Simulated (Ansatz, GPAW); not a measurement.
## Work function of S/V(110) at several levels

Wanted: work functions and dipole of S/V(110), with the cost of each level.

Main program and level: GPAW 26.7.0 and Ansatz 0.2.0; GPAW, PAW setups; slab in vacuum, in the first sound run; inputs show where later runs differ.

**1. Set-up**

The cell holds 5 atoms: 4 V and 1 S. Its edges and angles: a = 2.615 Å, b = 2.615 Å, c = 26.656 Å, α = 90.0°, β = 90.0°, γ = 70.5°. Vacuum lies along c.

**2. Relaxation**

The atoms are relaxed first, since the surface dipole, and with it the work function, follows the positions of the outer layers. The lowest 2 atoms are held at bulk positions and keep their forces.

The input, run.py:

```python
import json
import numpy as np
from ase import Atoms
from ase.constraints import FixAtoms
from ase.optimize import BFGS
from gpaw import GPAW, PW

slab = Atoms(
    ['V', 'V', 'V', 'V', 'S'],
    positions=[
        [0.00000, 0.00000, 9.00000],
        [2.13546, 0.00000, 11.13546],
        [0.00000, 0.00000, 13.27092],
        [2.13546, 0.00000, 15.40639],
        [0.00000, 0.00000, 17.65552]],
    cell=[[2.13546, -1.51, 0.0], [2.13546, 1.51, 0.0], [0.0, 0.0, 26.65552]],
    pbc=[True, True, False])

slab.calc = GPAW(mode=PW(400), xc='PBE', kpts={'size': (13, 13, 1), 'gamma': True},
                 occupations={'name': 'fermi-dirac', 'width': 0.1}, nbands='160%',
                 convergence={'density': 0.0001}, maxiter=200,
                 poissonsolver={'dipolelayer': 'xy'},
                 symmetry={'tolerance': 1e-3, 'extra_ids': [1, 1, 0, 0, 0]}, txt='slab.txt')
result = {}
slab.set_constraint(FixAtoms([0, 1]))
path = []
opt = BFGS(slab, maxstep=0.2)
opt.attach(lambda: path.append((slab.get_potential_energy(), slab.positions.tolist(), slab.get_forces().tolist())))
result['relaxed'] = bool(opt.run(fmax=0.05, steps=30))
result['path'] = path
energy = slab.get_potential_energy()
fermi = slab.calc.get_fermi_level()
v = slab.calc.get_electrostatic_potential().mean((0, 1)) - fermi
n = slab.calc.get_pseudo_density().mean((0, 1))
L = slab.cell[2, 2]
z = np.arange(len(v)) * L / len(v)
low, high = slab.positions[:, 2].min(), slab.positions[:, 2].max()
below, above = np.interp([low - 6.8, high + 6.8], z, v)
slopes = [np.interp(x, z, np.gradient(v, z)) for x in (low - 6.8, high + 6.8)]
eps = np.array([[slab.calc.get_eigenvalues(k, s) for k in range(len(slab.calc.get_ibz_k_points()))]
                for s in range(slab.calc.get_number_of_spins())]) - fermi
top, bottom = eps[eps < 0].max(), eps[eps > 0].min()
dipole = slab.get_dipole_moment()[2]
print(f'energy {energy:.4f} eV, Fermi level {fermi:.4f} eV, dipole {dipole:.5f} e A')
print(f'potential 6.8 A off the faces, from the Fermi level: lower {below:.4f} eV, upper {above:.4f} eV')
print(f'slope of the potential there: lower {slopes[0]:.5f}, upper {slopes[1]:.5f} eV/A')
print(f'nearest levels on the mesh: {top:.4f} and {bottom:.4f} eV')
print('magnetic moment', round(slab.get_magnetic_moment(), 3))
result.update(energy=energy, fermi=fermi, dipole=dipole, below=below, above=above, slopes=slopes, edges=[top, bottom],
              z=z.tolist(), v=v.tolist(), n=n.tolist(), positions=slab.positions.tolist(),
              forces=slab.get_forces(apply_constraint=False).tolist(), moments=slab.get_magnetic_moments().tolist())
json.dump(result, open('result.json', 'w'))
```

The run is started by

```sh
$ OMP_NUM_THREADS=1 OPENBLAS_NUM_THREADS=1 python run.py
```

The log of the run:

```text
Step          Energy          fmax
BFGS:    0      -36.969382        1.752557
BFGS:    1      -37.044975        1.731892
BFGS:    2      -37.466864        0.785401
BFGS:    3      -37.462096        1.234386
BFGS:    4      -37.492749        0.472581
BFGS:    5      -37.502632        0.412336
BFGS:    6      -37.539989        0.512921
BFGS:    7      -37.545726        0.306910
BFGS:    8      -37.548713        0.254599
BFGS:    9      -37.561917        0.474156
BFGS:   10      -37.577812        0.609514
BFGS:   11      -37.599834        0.495833
BFGS:   12      -37.608699        0.170517
BFGS:   13      -37.609971        0.032932
energy -37.5175 eV, Fermi level 1.2109 eV, dipole 0.01633 e A
potential 6.8 A off the faces, from the Fermi level: lower 4.7794 eV, upper 4.3882 eV
slope of the potential there: lower -0.00039, upper 0.00059 eV/A
nearest levels on the mesh: -0.0080 and 0.0031 eV
magnetic moment 0.0
```

The job ended after 31 min (1 thread of Intel Xeon 6975P-C (Granite Rapids), shared host; peak memory 0.31 GiB).

This run has no spin polarisation, although V can carry a moment.

The steps of the relaxation:

| step | energy less that of the first step (eV) | largest force (eV/Å) |
| --- | --- | --- |
| 1 | 0.0000 | 1.7526 |
| 2 | -0.0772 | 1.7319 |
| 3 | -0.5090 | 0.7854 |
| 4 | -0.5046 | 1.2344 |
| 5 | -0.5354 | 0.4726 |
| 6 | -0.5450 | 0.4123 |
| 7 | -0.5784 | 0.5129 |
| 8 | -0.5855 | 0.3069 |
| 9 | -0.5891 | 0.2546 |
| 10 | -0.6047 | 0.4742 |
| 11 | -0.6232 | 0.6095 |
| 12 | -0.6489 | 0.4958 |
| 13 | -0.6588 | 0.1705 |
| 14 | -0.6595 | 0.0329 |

The atoms that moved most (Å):

| atom | dx | dy | dz | length |
| --- | --- | --- | --- | --- |
| S5 | 0.000 | 0.000 | -0.594 | 0.594 |
| V4 | 0.000 | 0.000 | -0.088 | 0.088 |
| V3 | 0.000 | 0.000 | -0.071 | 0.071 |

Final coordinates:

```xyz
5
Lattice="2.1355 -1.5100 0.0000 2.1355 1.5100 0.0000 0.0000 0.0000 26.6555" Properties=species:S:1:pos:R:3
V     0.0000    0.0000    9.0000
V     2.1355    0.0000   11.1355
V     0.0000    0.0000   13.1995
V     2.1355    0.0000   15.3186
S     0.0000    0.0000   17.0616
```

This step gave:

```
dipole along the normal                    : 0.01633 e·Å
levels nearest the Fermi level on the mesh : -0.007973, 0.003135 eV from the Fermi level
upper work function                        : 4.388 eV
lower work function                        : 4.779 eV
```

The electrostatic potential energy of an electron (without an applied field's), less the Fermi level, planar mean oscillates, so the rows of the table below give means over windows of 2.13 Å about each position, cut where the curve ends. Its maxima inside the range that stand out by 2 % of the span (Å: eV): 10.0: -1.08, 12.2: -1.52, 14.3: -1.23, 16.2: -5.28. Its minima: 9.0: -19.8, 11.1: -19.7, 13.2: -19.8, 15.4: -20.6, 17.1: -28.3.

The electrostatic potential energy of an electron (without an applied field's), less the Fermi level, planar mean by z; means over each step:

z (Å), electrostatic potential energy of an electron (without an applied field's), less the Fermi level, planar mean (eV) and a bar from the least value:
```
     1.06        4.8 ##############################
     3.19        4.8 ##############################
     5.32        4.8 ##############################
     7.46        1.4 #########################
     9.58       -9.4 ########
    11.71       -9.6 #######
    13.84       -9.4 ########
    15.97      -14.2 
    18.11       -3.7 #################
    20.23        4.4 #############################
    22.36        4.4 #############################
    24.50        4.4 #############################
```

The pseudo valence density, planar mean oscillates, so the rows of the table below give means over windows of 2.13 Å about each position, cut where the curve ends. Its maxima inside the range that stand out by 2 % of the span (Å: e/Å³): 9.0: 2.31, 11.1: 2.29, 13.2: 2.31, 15.4: 2.31, 16.6: 0.600. Its minima: 10.0: 0.269, 12.2: 0.289, 14.3: 0.275, 16.2: 0.438.

Pseudo valence density, planar mean against z; means over each step:

z (Å), pseudo valence density, planar mean (e/Å³) and a bar:
```
     3.19       0.00 
     5.32       0.00 
     7.46       0.11 ###
     9.58       0.95 ############################
    11.71       0.97 #############################
    13.84       0.95 ############################
    15.97       1.01 ##############################
    18.11       0.23 #######
    20.23       0.00 
    22.36       0.00
```

The relaxation lowered the energy of the cell by 0.660 eV (energies extrapolated to zero smearing; the optimiser's log prints free energies). The largest force left on a free atom is 0.033 eV/Å.

**3. The slab's potential**

With the geometry fixed, the planar mean of the potential gives the vacuum level on each side.

Edit run.py of step 2 so:

```diff
@@ -3,4 +3,2 @@
 from ase import Atoms
-from ase.constraints import FixAtoms
-from ase.optimize import BFGS
 from gpaw import GPAW, PW
@@ -11,6 +9,6 @@
         [0.00000, 0.00000, 9.00000],
-        [2.13546, 0.00000, 11.13546],
-        [0.00000, 0.00000, 13.27092],
-        [2.13546, 0.00000, 15.40639],
-        [0.00000, 0.00000, 17.65552]],
+        [2.13546, -0.00000, 11.13546],
+        [0.00000, 0.00000, 13.19951],
+        [2.13546, -0.00000, 15.31862],
+        [-0.00000, 0.00000, 17.06163]],
     cell=[[2.13546, -1.51, 0.0], [2.13546, 1.51, 0.0], [0.0, 0.0, 26.65552]],
@@ -20,12 +18,6 @@
                  occupations={'name': 'fermi-dirac', 'width': 0.1}, nbands='160%',
-                 convergence={'density': 0.0001}, maxiter=200,
+                 convergence={'density': 1e-05}, maxiter=200,
                  poissonsolver={'dipolelayer': 'xy'},
-                 symmetry={'tolerance': 1e-3, 'extra_ids': [1, 1, 0, 0, 0]}, txt='slab.txt')
+                 symmetry={'tolerance': 1e-3}, txt='slab.txt')
 result = {}
-slab.set_constraint(FixAtoms([0, 1]))
-path = []
-opt = BFGS(slab, maxstep=0.2)
-opt.attach(lambda: path.append((slab.get_potential_energy(), slab.positions.tolist(), slab.get_forces().tolist())))
-result['relaxed'] = bool(opt.run(fmax=0.05, steps=30))
-result['path'] = path
 energy = slab.get_potential_energy()
```

The log of the run:

```text
energy -37.5175 eV, Fermi level 1.2098 eV, dipole 0.01405 e A
potential 6.8 A off the faces, from the Fermi level: lower 4.7812 eV, upper 4.3880 eV
slope of the potential there: lower 0.00002, upper 0.00007 eV/A
nearest levels on the mesh: -0.0081 and 0.0030 eV
magnetic moment 0.0
```

Elapsed: 2.7 min, on 1 thread; peak memory 0.32 GiB.

This step gave:

| Item | Value |
| --- | --- |
| dipole along the normal | 0.01405 e·Å |
| levels nearest the Fermi level on the mesh | -0.008121, 0.003048 eV from the Fermi level |
| lower work function | 4.781 eV |

The electrostatic potential energy of an electron (without an applied field's), less the Fermi level, planar mean oscillates, so the rows of the table below give means over windows of 2.13 Å about each position, cut where the curve ends. Its maxima inside the range that stand out by 2 % of the span (Å: eV): 10.0: -1.08, 12.2: -1.52, 14.3: -1.23, 16.2: -5.28. Its minima: 9.0: -19.8, 11.1: -19.7, 13.2: -19.8, 15.4: -20.6, 17.1: -28.3.

Electrostatic potential energy of an electron (without an applied field's), less the Fermi level, planar mean against z; means over each step:

z (Å), electrostatic potential energy of an electron (without an applied field's), less the Fermi level, planar mean (eV) and a bar from the least value:
```
     1.06        4.8 ##############################
     3.19        4.8 ##############################
     5.32        4.8 ##############################
     7.46        1.4 #########################
     9.58       -9.4 ########
    11.71       -9.6 #######
    13.84       -9.4 ########
    15.97      -14.2 
    18.11       -3.7 #################
    20.23        4.4 #############################
    22.36        4.4 #############################
    24.50        4.4 #############################
```

The pseudo valence density, planar mean oscillates, so the rows of the table below give means over windows of 2.13 Å about each position, cut where the curve ends. Its maxima inside the range that stand out by 2 % of the span (Å: e/Å³): 9.0: 2.31, 11.1: 2.29, 13.2: 2.31, 15.4: 2.31, 16.6: 0.600. Its minima: 10.0: 0.269, 12.2: 0.289, 14.3: 0.275, 16.2: 0.438.

Pseudo valence density, planar mean against z; means over each step:

z (Å), pseudo valence density, planar mean (e/Å³) and a bar:
```
     3.19       0.00 
     5.32       0.00 
     7.46       0.11 ###
     9.58       0.95 ############################
    11.71       0.97 #############################
    13.84       0.95 ############################
    15.97       1.01 ##############################
    18.11       0.23 #######
    20.23       0.00 
    22.36       0.00
```

Force by atom:

| atom | x (eV/Å) | y (eV/Å) | z (eV/Å) | size |
| --- | --- | --- | --- | --- |
| V1 | 0.000 | 0.000 | 0.430 | 0.430 |
| V2 | 0.000 | 0.000 | -0.433 | 0.433 |
| V3 | 0.000 | 0.000 | -0.001 | 0.001 |
| V4 | 0.000 | 0.000 | -0.016 | 0.016 |
| S5 | 0.000 | 0.000 | 0.019 | 0.019 |

The potential is flat to 7.2e-5 eV/Å where it is read, so the vacuum is wide enough.

**4. Self-consistent run: xc = "RPBE"**

The same geometry under RPBE, to see how far the functional moves the levels against the vacuum.

Edit run.py of step 3 so:

```diff
@@ -16,3 +16,3 @@
 
-slab.calc = GPAW(mode=PW(400), xc='PBE', kpts={'size': (13, 13, 1), 'gamma': True},
+slab.calc = GPAW(mode=PW(400), xc='RPBE', kpts={'size': (13, 13, 1), 'gamma': True},
                  occupations={'name': 'fermi-dirac', 'width': 0.1}, nbands='160%',
```

The log of the run:

```text
energy -35.2535 eV, Fermi level 1.3196 eV, dipole 0.01346 e A
potential 6.8 A off the faces, from the Fermi level: lower 4.6607 eV, upper 4.2841 eV
slope of the potential there: lower 0.00002, upper 0.00007 eV/A
nearest levels on the mesh: -0.0086 and 0.0053 eV
magnetic moment 0.0
```

Wall time 2.6 min (1 thread); peak memory 0.31 GiB.

This step gave:

| Property | Result |
| --- | --- |
| dipole along the normal | 0.01346 e·Å |
| levels nearest the Fermi level on the mesh | -0.008593, 0.005302 eV from the Fermi level |
| upper work function | 4.284 eV |
| lower work function | 4.661 eV |

The electrostatic potential energy of an electron (without an applied field's), less the Fermi level, planar mean oscillates, so the rows of the table below give means over windows of 2.13 Å about each position, cut where the curve ends. Its maxima inside the range that stand out by 2 % of the span (Å: eV): 10.0: -1.20, 12.2: -1.64, 14.3: -1.35, 16.2: -5.39. Its minima: 9.0: -19.9, 11.1: -19.7, 13.2: -19.9, 15.4: -20.7, 17.1: -28.4.

The electrostatic potential energy of an electron (without an applied field's), less the Fermi level, planar mean by z; means over each step:

z (Å), electrostatic potential energy of an electron (without an applied field's), less the Fermi level, planar mean (eV) and a bar from the least value:
```
     1.06        4.6 ##############################
     3.19        4.7 ##############################
     5.32        4.6 ##############################
     7.46        1.3 #########################
     9.58       -9.5 ########
    11.71       -9.7 #######
    13.84       -9.5 ########
    15.97      -14.3 
    18.11       -3.8 #################
    20.23        4.3 #############################
    22.36        4.3 #############################
    24.50        4.3 #############################
```

The pseudo valence density, planar mean oscillates, so the rows of the table below give means over windows of 2.13 Å about each position, cut where the curve ends. Its maxima inside the range that stand out by 2 % of the span (Å: e/Å³): 9.0: 2.31, 11.1: 2.29, 13.2: 2.31, 15.4: 2.31, 16.6: 0.601. Its minima: 10.0: 0.269, 12.2: 0.289, 14.3: 0.276, 16.2: 0.438.

Table of pseudo valence density, planar mean by z; means over each step:

| z (Å) | pseudo valence density, planar mean (e/Å³) |
| --- | --- |
| 3.19 | 6.3e-6 |
| 5.32 | 8.6e-4 |
| 7.46 | 0.110 |
| 9.58 | 0.946 |
| 11.71 | 0.974 |
| 13.84 | 0.954 |
| 15.97 | 1.01 |
| 18.11 | 0.225 |
| 20.23 | 7.4e-4 |
| 22.36 | 0 |

Force by atom:

| atom | x (eV/Å) | y (eV/Å) | z (eV/Å) | size |
| --- | --- | --- | --- | --- |
| V1 | 0.000 | 0.000 | 0.239 | 0.239 |
| V2 | 0.000 | 0.000 | -0.448 | 0.448 |
| V3 | 0.000 | 0.000 | 0.017 | 0.017 |
| V4 | 0.000 | 0.000 | -0.046 | 0.046 |
| S5 | 0.000 | 0.000 | 0.238 | 0.238 |

The upper face's work function is 4.284 eV, against 4.388 eV in the first plane-wave PBE run at this geometry.

**5. Self-consistent run: xc = "revPBE"**

The same geometry under revPBE, to see how far the functional moves the levels against the vacuum.

Edit run.py of step 4 so:

```diff
@@ -16,3 +16,3 @@
 
-slab.calc = GPAW(mode=PW(400), xc='RPBE', kpts={'size': (13, 13, 1), 'gamma': True},
+slab.calc = GPAW(mode=PW(400), xc='revPBE', kpts={'size': (13, 13, 1), 'gamma': True},
                  occupations={'name': 'fermi-dirac', 'width': 0.1}, nbands='160%',
```

The log of the run:

```text
energy -35.6711 eV, Fermi level 1.3023 eV, dipole 0.01396 e A
potential 6.8 A off the faces, from the Fermi level: lower 4.6761 eV, upper 4.2854 eV
slope of the potential there: lower 0.00002, upper 0.00007 eV/A
nearest levels on the mesh: -0.0090 and 0.0047 eV
magnetic moment 0.0
```

It took 2.4 min on 1 thread; peak memory 0.31 GiB.

Numbers from this step:

```yaml
dipole_along_the_normal: 0.01396 e·Å
levels_nearest_the_fermi_level_on_the_mesh: -0.008953, 0.004706 eV from the Fermi level
upper_work_function: 4.285 eV
lower_work_function: 4.676 eV
```

Table of electrostatic potential energy of an electron (without an applied field's), less the Fermi level, planar mean by z:

| z (Å) | electrostatic potential energy of an electron (without an applied field's), less the Fermi level, planar mean (eV) |
| --- | --- |
| 0.0 | 4.48 |
| 0.5 | 4.68 |
| 1.0 | 4.68 |
| 1.5 | 4.68 |
| 2.0 | 4.68 |
| 2.5 | 4.68 |
| 3.0 | 4.68 |
| 3.5 | 4.68 |
| 4.0 | 4.68 |
| 4.5 | 4.67 |
| 5.0 | 4.67 |
| 5.5 | 4.66 |
| 6.0 | 4.62 |
| 6.5 | 4.50 |
| 7.0 | 4.11 |
| 7.5 | 2.93 |
| 8.0 | -0.423 |
| 8.5 | -9.67 |
| 9.0 | -19.8 |
| 9.5 | -9.19 |
| 10.0 | -1.28 |
| 10.5 | -5.80 |
| 11.0 | -18.6 |
| 11.5 | -13.0 |
| 12.0 | -2.41 |
| 12.5 | -4.57 |
| 13.0 | -17.4 |
| 13.5 | -14.9 |
| 14.0 | -3.02 |
| 14.5 | -2.76 |
| 15.0 | -14.8 |
| 15.5 | -18.8 |
| 16.0 | -7.08 |
| 16.5 | -8.90 |
| 17.0 | -27.4 |
| 17.5 | -11.5 |
| 18.0 | 0.783 |
| 18.5 | 3.58 |
| 19.0 | 4.14 |
| 19.5 | 4.25 |
| 20.0 | 4.28 |
| 20.5 | 4.28 |
| 21.0 | 4.28 |
| 21.5 | 4.29 |
| 22.0 | 4.29 |
| 22.5 | 4.29 |
| 23.0 | 4.29 |
| 23.5 | 4.29 |
| 24.0 | 4.29 |
| 24.5 | 4.29 |
| 25.0 | 4.29 |
| 25.5 | 4.29 |
| 26.0 | 4.29 |
| 26.5 | 4.39 |

The upper face's work function is 4.285 eV, against 4.388 eV in the first plane-wave PBE run at this geometry.

**6. Self-consistent run: xc = "vdW-DF2"**

The same geometry under vdW-DF2, to see how far the functional moves the levels against the vacuum (the van der Waals functionals take revPBE setups).

Edit run.py of step 5 so:

```diff
@@ -16,3 +16,3 @@
 
-slab.calc = GPAW(mode=PW(400), xc='revPBE', kpts={'size': (13, 13, 1), 'gamma': True},
+slab.calc = GPAW(mode=PW(400), xc='vdW-DF2', kpts={'size': (13, 13, 1), 'gamma': True},
                  occupations={'name': 'fermi-dirac', 'width': 0.1}, nbands='160%',
```

The log of the run:

```text
energy -234.5714 eV, Fermi level 1.0465 eV, dipole 0.00739 e A
potential 6.8 A off the faces, from the Fermi level: lower 4.9772 eV, upper 4.7713 eV
slope of the potential there: lower -0.00002, upper 0.00011 eV/A
nearest levels on the mesh: -0.0016 and 0.0030 eV
magnetic moment 0.0
```

Elapsed: 2.9 min, on 1 thread; peak memory 0.45 GiB.

Numbers from this step:

* dipole along the normal: 0.007389 e·Å
* levels nearest the Fermi level on the mesh: -0.001565, 0.003024 eV from the Fermi level
* upper work function: 4.771 eV
* lower work function: 4.977 eV

The electrostatic potential energy of an electron (without an applied field's), less the Fermi level, planar mean oscillates, so the rows of the table below give means over windows of 2.13 Å about each position, cut where the curve ends. Its maxima inside the range that stand out by 2 % of the span (Å: eV): 10.0: -1.31, 12.2: -1.73, 14.3: -1.42, 16.2: -5.38. Its minima: 9.0: -19.7, 11.1: -19.6, 13.2: -19.7, 15.4: -20.5, 17.1: -28.2.

Electrostatic potential energy of an electron (without an applied field's), less the Fermi level, planar mean against z; means over each step:

| z (Å) | electrostatic potential energy of an electron (without an applied field's), less the Fermi level, planar mean (eV) |
| --- | --- |
| 1.06 | 4.97 |
| 3.19 | 4.98 |
| 5.32 | 4.94 |
| 7.46 | 1.49 |
| 9.58 | -9.40 |
| 11.71 | -9.70 |
| 13.84 | -9.47 |
| 15.97 | -14.2 |
| 18.11 | -3.44 |
| 20.23 | 4.75 |
| 22.36 | 4.77 |
| 24.50 | 4.77 |

The upper face's work function is 4.771 eV, against 4.388 eV in the first plane-wave PBE run at this geometry.

(Part 1 of 2 ends here.)

[Logs are printed without paths, hosts, clocks, repeated set-up lines and the standing remarks that a program may print on its own settings, such as how far it seeks lower states.]

[Hosts, paths, dates, database ids (printed as entryN), source tags and the programs' standing remarks are cut or masked in the printed files.]
